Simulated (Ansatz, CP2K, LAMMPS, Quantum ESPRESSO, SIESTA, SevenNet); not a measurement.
# Structure and levels of amorphous 92HfO2-8Al2O3 (mol %) (76 atoms) across programs

What does relaxation change in amorphous 92HfO2-8Al2O3 (mol %) (76 atoms), and how far do other programs agree with plane waves on the relaxed cell?

All numbers are calculated, not measured.

## (1) Set-up

The cell holds 76 atoms (22 Hf, 4 Al and 50 O), with edges of 10.05, 10.05 and 10.05 Å. Recipe: 76 atoms (22 Zr, 4 Al, 50 O) placed at random at 4.77 g/cm³, melted at 5000 K for 10 ps at fixed volume with the Morse and Coulomb pair potential with partial charges (Pedone, Malavasi, Menziani, Cormack and Segre, J. Phys. Chem. B 110, 11780 (2006)). Quenched from 5000 K to 300 K at 50 K/ps and fixed volume, held 5 ps, then minimised at fixed cell. Then Zr was replaced by Hf (the potential has no terms for the new elements, so the cell is a start for a DFT relaxation). Then the atoms were relaxed with SevenNet l3i5 in the fixed cell. Then the atoms were relaxed with CP2K double zeta, PBE.

## (2) The relaxation

CP2K double zeta (DZVP-MOLOPT-SR, GTH-PBE potentials, 480 Ry; k-points Γ) took 13 geometry steps and reached its thresholds. It started from the geometry that SevenNet l3i5 had relaxed.

Run time: 13 min. Hardware: 4 MPI ranks of Intel Xeon Platinum 8488C (Sapphire Rapids), shared host; peak memory 3.2 GiB; 52 min of CPU time.

|  | before | after |
| --- | --- | --- |
| energy (meV/atom) | 0 | -3.2 |
| Hf-O bonds under 2.82 Å | 134 at 2.163 Å | 133 at 2.156 Å |
| Al-O bonds under 2.49 Å | 20 at 1.919 Å | 20 at 1.929 Å |

Atoms moved by 0.03 Å r.m.s. and 0.07 Å at most, with the common shift taken off.

## (3) Local order after relaxation

Density 7.90 g/cm³, 13.36 Å³ an atom.

g(r), total and by pair (bins of 0.2 Å):

| r (Å) | total | O-O | O-Hf | O-Al | Hf-Hf | Hf-Al | Al-Al |
| --- | --- | --- | --- | --- | --- | --- | --- |
| 1.70 | 0.04 | 0.00 | 0.00 | 0.64 | 0.00 | 0.00 | 0.00 |
| 1.90 | 0.94 | 0.00 | 0.94 | 8.41 | 0.00 | 0.00 | 0.00 |
| 2.10 | 2.96 | 0.00 | 7.42 | 1.88 | 0.00 | 0.00 | 0.00 |
| 2.30 | 0.65 | 0.00 | 1.70 | 0.00 | 0.00 | 0.00 | 0.00 |
| 2.50 | 0.51 | 0.91 | 0.31 | 0.00 | 0.00 | 0.00 | 0.00 |
| 2.70 | 0.83 | 1.73 | 0.21 | 0.00 | 0.00 | 0.00 | 0.00 |
| 2.90 | 1.26 | 2.71 | 0.13 | 0.24 | 0.00 | 0.56 | 0.00 |
| 3.10 | 1.05 | 1.96 | 0.08 | 0.21 | 0.70 | 2.46 | 10.35 |
| 3.30 | 0.86 | 1.35 | 0.20 | 0.75 | 1.06 | 1.29 | 4.57 |
| 3.50 | 0.94 | 0.87 | 0.69 | 0.49 | 2.04 | 3.31 | 0.00 |
| 3.70 | 0.94 | 0.64 | 0.81 | 1.17 | 2.92 | 0.66 | 3.64 |
| 3.90 | 1.10 | 0.59 | 1.08 | 1.96 | 3.19 | 0.91 | 0.00 |
| 4.10 | 1.07 | 0.83 | 1.39 | 0.96 | 0.99 | 1.11 | 0.00 |
| 4.30 | 1.01 | 0.70 | 1.43 | 1.53 | 0.45 | 0.49 | 0.00 |
| 4.50 | 1.07 | 0.82 | 1.44 | 1.69 | 0.42 | 0.46 | 0.00 |
| 4.70 | 1.03 | 0.67 | 1.52 | 1.19 | 0.53 | 1.03 | 0.00 |
| 4.90 | 0.92 | 0.83 | 1.16 | 0.76 | 0.28 | 1.32 | 0.00 |

Bonds by pair of elements; cutoffs follow the first minimum of g(r), held within bounds set by covalent radii, and pairs that aren't listed don't count as bonded:

| pair A-B | cutoff (Å) | bonds | mean length (Å) | spread (Å) | shortest (Å) | B about A | A about B |
| --- | --- | --- | --- | --- | --- | --- | --- |
| O-Hf | 2.82 | 133 | 2.16 | 0.152 | 1.95 | 2.66 | 6.04 |
| O-Al | 2.49 | 20 | 1.93 | 0.097 | 1.77 | 0.4 | 5 |

How many atoms have how many bonded neighbours:

| element | mean | 2 | 3 | 4 | 5 | 6 | 7 |
| --- | --- | --- | --- | --- | --- | --- | --- |
| Al | 5 | 0 | 0 | 1 | 2 | 1 | 0 |
| Hf | 6.04 | 0 | 0 | 1 | 3 | 12 | 6 |
| O | 3.06 | 1 | 45 | 4 | 0 | 0 | 0 |

Bond angles (no mean is given where the spread exceeds 20°):

| angle | count | mean (°) | spread (°) |
| --- | --- | --- | --- |
| O-Hf-O | 342 | - | - |
| Hf-O-Hf | 120 | 118 | 15.9 |
| O-Al-O | 41 | - | - |
| Al-O-Hf | 35 | 112 | 17.3 |
| Al-O-Al | 5 | 117 | 15.3 |

Bond length by coordination (bonds to H left out):

| element | coordination | atoms | mean bond length (Å) |
| --- | --- | --- | --- |
| Al | 4 | 1 | 1.82 |
| Al | 5 | 2 | 1.92 |
| Al | 6 | 1 | 2.01 |
| Hf | 4 | 1 | 2.00 |
| Hf | 5 | 3 | 2.06 |
| Hf | 6 | 12 | 2.14 |
| Hf | 7 | 6 | 2.24 |
| O | 2 | 1 | 1.99 |
| O | 3 | 45 | 2.12 |
| O | 4 | 4 | 2.21 |

For some of the pairs, g(r) has its first main peak near 3.0 Å (O-O), 2.1 Å (O-Hf), 1.9 Å (O-Al) and 3.8 Å (Hf-Hf). With the cutoffs above, 50 % of Al atoms have 5, 55 % of Hf atoms have 6 and 90 % of O atoms have 3 bonded neighbours.

## (4) The plane-wave reference

Quantum ESPRESSO 7.5: Kohn-Sham DFT, PBE, SSSP efficiency 1.3.0 pseudopotentials, plane waves. Its input for the relaxed cell:

```
&control
  calculation = 'scf'
  pseudo_dir = './pseudo'
  outdir = './tmp'
  disk_io = 'none'
  tprnfor = .true.
  tstress = .true.
/
&system
  ibrav = 0
  nat = 76
  ntyp = 3
  ecutwfc = 60
  ecutrho = 480
  nosym = .true.
  occupations = 'smearing'
  smearing = 'fd'
  degauss = 0.003675
/
&electrons
  conv_thr = 3.8e-07
  electron_maxstep = 100
  mixing_beta = 0.4
  mixing_mode = 'plain'
  diagonalization = 'david'
/
ATOMIC_SPECIES
Hf 178.490 Hf.upf
Al 26.982 Al.upf
O 15.999 O.upf
CELL_PARAMETERS angstrom
10.05190 0.00000 0.00000
0.00000 10.05190 0.00000
0.00000 0.00000 10.05190
ATOMIC_POSITIONS crystal
Hf 0.22656 0.07698 0.06082
Hf 0.57322 0.66413 0.34413
Hf 0.30309 0.44161 0.00308
[... 71 atom lines left out ...]
O 0.78665 0.20680 0.01428
O 0.45881 0.09519 0.41365
K_POINTS gamma
```

Run time: 2.4 min. Hardware: 4 MPI ranks of Intel Xeon Platinum 8488C (Sapphire Rapids), shared host; peak memory 3.2 GiB; 9.8 min of CPU time.

## (5) Side by side

CPU times are from a shared host and are rough.

```
                level                    basis or training data  k-points  own r.m.s. force (meV/Å)  difference from the reference (meV/Å)  pressure (GPa)  Kohn-Sham gap (eV)  CPU time  memory (GiB)
              QE, PBE   plane waves, SSSP efficiency, 60/480 Ry         Γ                       136                                      -           -7.15                3.95   9.8 min           3.2
CP2K triple zeta, PBE     TZV2P-UZH, GTH-PBE potentials, 600 Ry         Γ                        93                                    103           -9.94                3.98    11 min           6.5
      SIESTA DZP, PBE  DZP orbitals, shift 0.01 Ry, mesh 400 Ry         Γ                       230                                    132           -5.23                3.80   5.2 min           2.1
        SevenNet l3i5        trained on PBE(+U) plane-wave data         -                       154                                     59           -7.56                   -     9.1 s           1.4
```

The gap is the spacing of the highest filled and lowest empty Kohn-Sham level on the mesh; a dash marks partly filled levels, a spacing under 0.15 eV or a method without such levels.

## (6) Findings

Relaxation in the fixed cell lowers the energy by 3 meV/atom at its own level and moves atoms by up to 0.07 Å. By the cutoffs of the final cell 0 bonds formed and 1 was lost, leaving 153. The reference finds an r.m.s. force of 136 meV/Å there and a pressure of -7.15 GPa, at a geometry that CP2K double zeta made.

Forces differ from the reference's by 59 meV/Å (SevenNet l3i5), 103 meV/Å (CP2K triple zeta, PBE) and 132 meV/Å (SIESTA DZP, PBE). CP2K double zeta is at its own minimum here, so the reference's force is itself a measure of how the two differ. Pressures lie -0.4 GPa (SevenNet l3i5), -2.8 GPa (CP2K triple zeta, PBE) and +1.9 GPa (SIESTA DZP, PBE) from the reference's. The highest filled and lowest empty levels lie 3.95 eV apart in the reference, against 3.98 eV in CP2K triple zeta, PBE and 3.80 eV in SIESTA DZP, PBE. With the cutoffs above, 50 % of Al atoms have 5, 55 % of Hf atoms have 6 and 90 % of O atoms have 3 bonded neighbours.

**Limits.** The density was set by the recipe and held. One sample of a disordered cell; defect or tail levels can set the gap. Gaps are read on the mesh, which holds the band edges only if they fold onto it, and semilocal functionals tend to put them under measured ones. The quench rate of 50 K/ps is many orders above laboratory rates, so the cell is likely richer in defects and strain than a real sample. The reference samples only Γ, in a cell whose shortest periodic width is 10 Å. Spin–orbit coupling is left out, which matters for the levels of the heavy elements. The plane-wave runs aren't exact: their cutoffs and mesh weren't converged further here. SIESTA's automatically made basis is far from complete, and its potentials were converted by us (checked for H, C, O, Si, Ge and Ca alone). Where levels are smeared, the DFT runs use Fermi–Dirac occupations at 580 K (0.05 eV), and energies are free energies.

[Logs are printed without paths, hosts, clocks, repeated set-up lines and the standing remarks that a program may print on its own settings, such as how far it seeks lower states.]

[Hosts, paths, dates, database ids (printed as entryN), source tags and the programs' standing remarks are cut or masked in the printed files.]
